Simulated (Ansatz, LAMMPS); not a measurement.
# Relaxing ionic liquid triethylsulfonium methanesulfonate with Li salt, from a frame at 450 K (189 atoms)

Aim: bring ionic liquid triethylsulfonium methanesulfonate with Li salt, from a frame at 450 K (189 atoms) to a nearby minimum of the energy and see what moves.

Program: Ansatz 0.2.0. Level of theory: Kohn-Sham DFT, PBE+D3(BJ), PAW (set soft_2), plane waves. Results are calculated unless marked as measured.

Most raw output is cut from this account.

## 1. Set-up

The cell holds 189 atoms: 43 C, 13 S, 111 H, 21 O and 1 Li. Cell: a = 12.427 Å, b = 12.427 Å, c = 12.427 Å, α = 90.0°, β = 90.0°, γ = 90.0°. 6 triethylsulfonium, 7 methanesulfonate, 1 Li+ placed at random, at 1.2 g/cm³; overlaps pushed apart, then 10 ps at 700 K with Joung-Cheatham ions (J. Phys. Chem. B 112, 9020 (2008)); MMFF94 bonds, angles, torsions, charges and radii (Halgren, J. Comput. Chem. 17, 490 (1996)) in harmonic and 12-6 forms; charges of ions scaled by 0.8. Snapshot after 30 ps at 450 K and fixed volume.

Before any run, some limits are plain. The network of contacts between molecules at the start is that of the classical potential that made the cell. The density was typed from a rule of thumb and may lie off the real one at this temperature. Sampling is at Γ alone, for a cell whose shortest periodic width is 12 Å.

## 2. Making the structure

A classical potential supplies the starting structure, since it reaches far longer times than DFT.

This step: classical MD, Joung-Cheatham ions (J. Phys. Chem. B 112, 9020 (2008)); MMFF94 bonds, angles, torsions, charges and radii (Halgren, J. Comput. Chem. 17, 490 (1996)) in harmonic and 12-6 forms; charges of ions scaled by 0.8 (LAMMPS 22 Jul 2025 - Update 4).

Contents of in.lmp:

```
# ionic liquid triethylsulfonium methanesulfonate with Li salt
units real
atom_style full
boundary p p p
bond_style harmonic
angle_style harmonic
dihedral_style opls
improper_style harmonic
special_bonds lj 0 0 0.5 coul 0 0 0.75
read_data data.lmp
neigh_modify delay 0 every 1 check yes one 4000
comm_modify cutoff 12.0
timestep 0.5
thermo_style custom step time temp pe press density
thermo_modify norm yes
# push overlapping molecules apart
pair_style soft 2.6
pair_coeff * * 0.0
variable a equal ramp(1,60)
fix ad all adapt 1 pair soft a * * v_a
velocity all create 700 887972 mom yes dist gaussian
fix lim all nve/limit 0.03
fix lan all langevin 700 700 50 887973 zero yes
thermo 1000
run 3000 post no
unfix ad
pair_style lj/cut/coul/long 9.0
pair_modify mix arithmetic tail yes
pair_coeff 1 1 0.0678 3.3680   # C
pair_coeff 2 2 0.2681 3.6400   # S
pair_coeff 3 3 0.0216 2.5400   # H
pair_coeff 4 4 0.2681 3.4180   # S
pair_coeff 5 5 0.0763 3.0960   # O
pair_coeff 6 6 0.3367 1.4094   # Li
# [... 18 lines left out ...]
compute msd all msd com yes
thermo 7500
fix md all nvt temp 450 450 100
run 30000 post no
print "== T450: mean square displacement over the hold $(c_msd[4]:%.2f) A^2"
unfix md
uncompute msd
write_dump all custom T450.dump id type xs ys zs modify sort id
```

On the command line:

```bash
$ lmp -in in.lmp -log none -nocite
```

Wall time 23 s (1 thread of AMD EPYC 9R45, shared host); peak memory 0.12 GiB.

The input also reads data.lmp (atoms, bonds and types; not printed here).

## 3. Single point at the start

The forces at the start show how far the geometry lies from a minimum of this functional.

Contents of input.yaml:

```yaml
crystal:
  lattice:
    - [12.42715, 0.0, 0.0]
    - [0.0, 12.42715, 0.0]
    - [0.0, 0.0, 12.42715]
  atoms:
    - { symbol: C, position: [0.30473, 0.16858, 0.37372] }
    - { symbol: C, position: [0.20843, 0.09691, 0.3619] }
    - { symbol: S, position: [0.26202, 0.97588, 0.42273] }
    - { symbol: C, position: [0.13783, 0.88776, 0.41953] }
    - { symbol: C, position: [0.14077, 0.80458, 0.33246] }
    - { symbol: C, position: [0.234, 0.01897, 0.56173] }
    - { symbol: C, position: [0.26615, 0.9329, 0.648] }
    - { symbol: H, position: [0.28913, 0.23853, 0.3156] }
    - { symbol: H, position: [0.38242, 0.14366, 0.34751] }
    - { symbol: H, position: [0.31509, 0.21162, 0.45882] }
    - { symbol: H, position: [0.18434, 0.09423, 0.27909] }
    - { symbol: H, position: [0.1393, 0.12703, 0.40896] }
    - { symbol: H, position: [0.12989, 0.85512, 0.49594] }
    - { symbol: H, position: [0.0657, 0.94469, 0.40192] }
    - { symbol: H, position: [0.21134, 0.74514, 0.34461] }
    - { symbol: H, position: [0.06741, 0.7643, 0.32607] }
    - { symbol: H, position: [0.14508, 0.84173, 0.24971] }
    - { symbol: H, position: [0.1463, 0.03434, 0.57161] }
    - { symbol: H, position: [0.28484, 0.08806, 0.59078] }
    - { symbol: H, position: [0.18706, 0.90443, 0.67847] }
    - { symbol: H, position: [0.30971, 0.86472, 0.6101] }
    - { symbol: H, position: [0.31092, 0.96493, 0.71379] }
    - { symbol: C, position: [0.48341, 0.64132, 0.16869] }
    - { symbol: C, position: [0.56401, 0.6645, 0.25906] }
    - { symbol: S, position: [0.61112, 0.80983, 0.25833] }
    - { symbol: C, position: [0.72987, 0.77471, 0.34848] }
    - { symbol: C, position: [0.82594, 0.8437, 0.33851] }
    - { symbol: C, position: [0.53194, 0.84692, 0.37458] }
    - { symbol: C, position: [0.56449, 0.94974, 0.42257] }
    - { symbol: H, position: [0.50762, 0.67772, 0.08802] }
    - { symbol: H, position: [0.40425, 0.6765, 0.20182] }
    - { symbol: H, position: [0.47542, 0.55498, 0.15961] }
    [... 151 atom lines left out ...]
    - { symbol: O, position: [0.19851, 0.33114, 0.73697] }
    - { symbol: O, position: [0.14906, 0.13889, 0.74736] }
    - { symbol: H, position: [0.06431, 0.21965, 0.57838] }
    - { symbol: H, position: [0.94031, 0.22995, 0.67909] }
    - { symbol: H, position: [0.01951, 0.338, 0.61679] }
    - { symbol: Li, position: [0.03461, 0.2583, 0.00343] }
kpoints:
  mp_grid: { grid: [1, 1, 1] }
hamiltonian:
  xc: pbe
  dispersion: d3bj
scf:
  occupations: { method: fixed }
output:
  forces: true
  stress: true
  populations: true
  dos:
    method: { smearing: { sigma: 0.08 } }
    de: 0.1
    projected: { site_lists: { C: [C], H: [H], Li: [Li], O: [O], S: [S] } }
  eigenvalues: true
```

On the command line:

```bash
$ ansatz run input.yaml --threads 4 --pin off --max-ram 8192MiB --backend cpu --events-out ev --progress --plain --runs-dir out
```

Elapsed: 12 s, on 4 threads of AMD EPYC 9R45, shared host; peak memory 2.8 GiB; 45 s of CPU time.

Numbers from this run:

```yaml
free_energy: -36409.8694 eV
free_energy_per_atom: -192.6448 eV/atom
scf_cycles: 11
pressure: 2.294 GPa
r_m_s_force_component: 1.219 eV/Å
longest_force: 6.964 eV/Å
fermi_energy: 1.095 eV
spacing_of_highest_filled_and_lowest_empty_level: 1.383 eV
spilling_of_the_projection: 0.0173
```

The r.m.s. force component of 1.2 eV/Å and the pressure of 2.3 GPa set the starting point.

Neighbours are counted within 1.34 Å (H-C), 1.85 Å (C-C), 2.21 Å (C-S), 1.88 Å (O-S), 2.38 Å (O-Li), cutoffs set anew for this text.

Length of the force by element and coordination:

| element | coordination | atoms | mean length of the force (eV/Å) | spread | least | most |
| --- | --- | --- | --- | --- | --- | --- |
| C | all | 43 | 2.64 | 1.11 | 0.436 | 4.91 |
| H | all | 111 | 1.23 | 0.696 | 0.222 | 4.96 |
| Li | all | 1 | 0.483 | 0 | 0.483 | 0.483 |
| O | all | 21 | 1.90 | 1.21 | 0.364 | 5.52 |
| O | 1 | 17 | 1.89 | 1.34 | 0.364 | 5.52 |
| O | 2 | 4 | 1.93 | 0.173 | 1.75 | 2.12 |
| S | all | 13 | 3.28 | 1.27 | 1.96 | 6.96 |
| S | 3 | 6 | 2.77 | 0.488 | 1.96 | 3.35 |
| S | 4 | 7 | 3.73 | 1.53 | 2.21 | 6.96 |

## 4. Relaxation

The atoms are relaxed in the fixed cell, aiming at the force tolerance of the input.

input.yaml, the sections that differ from step 3:

```yaml
output:
  forces: true
relax:
  f_tol: 0.05
  max_steps: 200
# crystal, kpoints, hamiltonian, scf: as in step 3
```

Run time: 6.6 min. Hardware: 4 threads; peak memory 2.5 GiB; 24 min of CPU time.

Step by step (22 of 88):

| step | energy less that of the first step (eV) | largest force component (eV/Å) |
| --- | --- | --- |
| 1 | 0.0000 | 4.7814 |
| 5 | -13.8084 | 0.2935 |
| 9 | -14.5245 | 0.5404 |
| 13 | -14.7961 | 0.4483 |
| 18 | -14.9531 | 0.2914 |
| 22 | -15.0529 | 0.2302 |
| 26 | -15.1380 | 0.1650 |
| 30 | -15.1750 | 0.1480 |
| 34 | -15.2024 | 0.2598 |
| 38 | -15.2511 | 0.2355 |
| 42 | -15.3057 | 0.3951 |
| 47 | -15.3790 | 0.3355 |
| 51 | -15.4321 | 0.1253 |
| 55 | -15.4789 | 0.1965 |
| 59 | -15.5034 | 0.0326 |
| 63 | -15.5205 | 0.1168 |
| 67 | -15.5613 | 0.7069 |
| 71 | -15.6696 | 0.6173 |
| 76 | -15.8297 | 0.2267 |
| 80 | -15.9034 | 0.3776 |
| 84 | -15.9451 | 0.0652 |
| 88 | -15.9574 | 0.0462 |

The atoms that moved most (Å):

| atom | dx | dy | dz | length |
| --- | --- | --- | --- | --- |
| H8 | -3.661 | -0.853 | 0.650 | 3.815 |
| H118 | -1.719 | -1.156 | 2.591 | 3.317 |
| H9 | -3.080 | 0.179 | -0.024 | 3.086 |
| C1 | -2.933 | -0.435 | 0.314 | 2.982 |
| H10 | -2.871 | -0.556 | 0.254 | 2.935 |
| H130 | 2.479 | 1.003 | 1.032 | 2.867 |
| H88 | 2.628 | 0.386 | -0.941 | 2.818 |
| H120 | -1.399 | -1.003 | 2.172 | 2.772 |

The relaxation changed the energy by -84.4 meV/atom, and atoms moved by 1.5 Å r.m.s., 3.8 Å at most.

## 5. Local order after relaxation

Bonds before and after, by the cutoffs listed below:

| pair | bonds before | bonds after | mean before (Å) | mean after (Å) | spread before (Å) | spread after (Å) |
| --- | --- | --- | --- | --- | --- | --- |
| H-C | 111 | 111 | 1.096 | 1.097 | 0.039 | 0.002 |
| C-C | 18 | 18 | 1.516 | 1.519 | 0.040 | 0.002 |
| C-S | 25 | 25 | 1.815 | 1.813 | 0.052 | 0.015 |
| O-S | 21 | 21 | 1.457 | 1.481 | 0.023 | 0.005 |
| O-Li | 4 | 4 | 1.916 | 1.989 | 0.032 | 0.040 |

Density 1.20 g/cm³, 10.15 Å³ an atom.

g(r), total and by pair (bins of 0.2 Å):

| r (Å) | total | H-H | H-C | H-O | H-S | H-Li | C-C |
| --- | --- | --- | --- | --- | --- | --- | --- |
| 1.00 | 3.70 | 0.00 | 13.85 | 0.00 | 0.00 | 0.00 | 0.00 |
| 1.20 | 0.37 | 0.00 | 1.39 | 0.00 | 0.00 | 0.00 | 0.00 |
| 1.40 | 0.41 | 0.00 | 0.00 | 0.00 | 0.00 | 0.00 | 0.00 |
| 1.60 | 0.33 | 0.00 | 0.00 | 0.00 | 0.00 | 0.00 | 6.40 |
| 1.80 | 1.58 | 3.63 | 0.00 | 0.00 | 0.00 | 0.00 | 0.00 |
| 2.00 | 0.09 | 0.00 | 0.00 | 0.38 | 0.00 | 0.00 | 0.00 |
| 2.20 | 1.06 | 0.32 | 3.06 | 1.00 | 0.00 | 0.00 | 0.00 |
| 2.40 | 1.16 | 1.29 | 0.00 | 1.03 | 5.39 | 0.00 | 0.00 |
| 2.60 | 0.92 | 1.86 | 0.07 | 0.97 | 0.00 | 0.00 | 0.00 |
| 2.80 | 0.95 | 0.65 | 0.78 | 2.43 | 0.19 | 0.00 | 1.74 |
| 3.00 | 0.90 | 0.85 | 1.06 | 0.66 | 2.58 | 2.34 | 0.10 |
| 3.20 | 0.94 | 0.97 | 1.06 | 0.51 | 1.03 | 2.07 | 0.31 |
| 3.40 | 0.84 | 0.70 | 0.90 | 0.79 | 1.14 | 1.19 | 0.64 |
| 3.60 | 0.94 | 0.87 | 0.74 | 1.74 | 0.86 | 0.00 | 0.70 |
| 3.80 | 1.03 | 0.95 | 1.11 | 1.02 | 1.20 | 0.46 | 0.92 |
| 4.00 | 0.94 | 0.98 | 0.80 | 1.06 | 0.79 | 0.86 | 1.48 |
| 4.20 | 1.02 | 0.95 | 1.06 | 1.13 | 0.57 | 0.40 | 1.64 |
| 4.40 | 1.08 | 1.01 | 1.25 | 1.17 | 0.84 | 1.43 | 1.06 |
| 4.60 | 1.11 | 1.08 | 1.24 | 1.02 | 1.09 | 1.61 | 1.05 |
| 4.80 | 1.08 | 1.19 | 1.07 | 1.02 | 1.11 | 1.22 | 1.15 |
| 5.00 | 1.01 | 1.04 | 1.01 | 1.10 | 1.07 | 1.09 | 1.06 |
| 5.20 | 1.05 | 1.04 | 0.99 | 0.89 | 1.14 | 1.02 | 1.07 |
| 5.40 | 1.00 | 0.99 | 1.00 | 0.74 | 0.97 | 0.71 | 1.44 |
| 5.60 | 1.02 | 1.00 | 0.89 | 0.89 | 1.27 | 1.31 | 1.14 |
| 5.80 | 1.00 | 0.95 | 1.03 | 1.12 | 0.92 | 0.62 | 0.78 |
| 6.00 | 1.01 | 1.06 | 1.06 | 0.98 | 0.79 | 0.38 | 0.92 |

Bonds by pair of elements; cutoffs follow the first minimum of g(r), held within bounds set by covalent radii, and pairs that aren't listed don't count as bonded:

| pair A-B | cutoff (Å) | bonds | mean length (Å) | spread (Å) | shortest (Å) | B about A | A about B |
| --- | --- | --- | --- | --- | --- | --- | --- |
| H-C | 1.34 | 111 | 1.10 | 0.002 | 1.09 | 1 | 2.58 |
| C-C | 1.85 | 18 | 1.52 | 0.002 | 1.52 | 0.837 | 0.837 |
| C-S | 2.21 | 25 | 1.81 | 0.015 | 1.78 | 0.581 | 1.92 |
| O-S | 1.88 | 21 | 1.48 | 0.005 | 1.47 | 1 | 1.61 |
| O-Li | 2.48 | 4 | 1.99 | 0.04 | 1.96 | 0.19 | 4 |

How many atoms have how many bonded neighbours:

| element | mean | 1 | 2 | 3 | 4 |
| --- | --- | --- | --- | --- | --- |
| C | 4 | 0 | 0 | 0 | 43 |
| H | 1 | 111 | 0 | 0 | 0 |
| Li | 4 | 0 | 0 | 0 | 1 |
| O | 1.19 | 17 | 4 | 0 | 0 |
| S | 3.54 | 0 | 0 | 6 | 7 |

Bond angles, per cent of each kind in bins of 5°:

| angle (°) | H-C-H | C-C-H | H-C-S | O-S-O | C-S-O |
| --- | --- | --- | --- | --- | --- |
| 100–105 | 0.0 | 0.0 | 26.3 | 0.0 | 9.5 |
| 105–110 | 78.5 | 22.2 | 71.9 | 0.0 | 90.5 |
| 110–115 | 21.5 | 77.8 | 1.8 | 100.0 | 0.0 |

Bond angles (no mean is given where the spread exceeds 20°):

| angle | count | mean (°) | spread (°) |
| --- | --- | --- | --- |
| H-C-H | 93 | 109 | 1.3 |
| C-C-H | 90 | 111 | 2 |
| H-C-S | 57 | 106 | 2.1 |
| O-S-O | 21 | 113 | 0.5 |
| C-S-O | 21 | 106 | 0.7 |

Bond length by coordination (bonds to H left out):

| element | coordination | atoms | mean bond length (Å) |
| --- | --- | --- | --- |
| O | 1 | 17 | 1.48 |
| O | 2 | 4 | 1.74 |
| S | 3 | 6 | 1.82 |
| S | 4 | 7 | 1.56 |

With the cutoffs above, all C atoms have 4, all H atoms have 1, all Li atoms have 4 and 81 % of O atoms have 1 bonded neighbour. The H-C-H angle averages 109° with a spread of 1.3°.

(Continued in part 2 of 2.)

[Logs are printed without paths, hosts, clocks, repeated set-up lines and the standing remarks that a program may print on its own settings, such as how far it seeks lower states.]

[Hosts, paths, dates, database ids (printed as entryN), source tags and the programs' standing remarks are cut or masked in the printed files.]

[The MMFF94 radii named for the starting cell were scaled by 0.96; in molecules described by MMFF94, hydrogen bound to N, O or S took a small fixed 12-6 site in their place.]
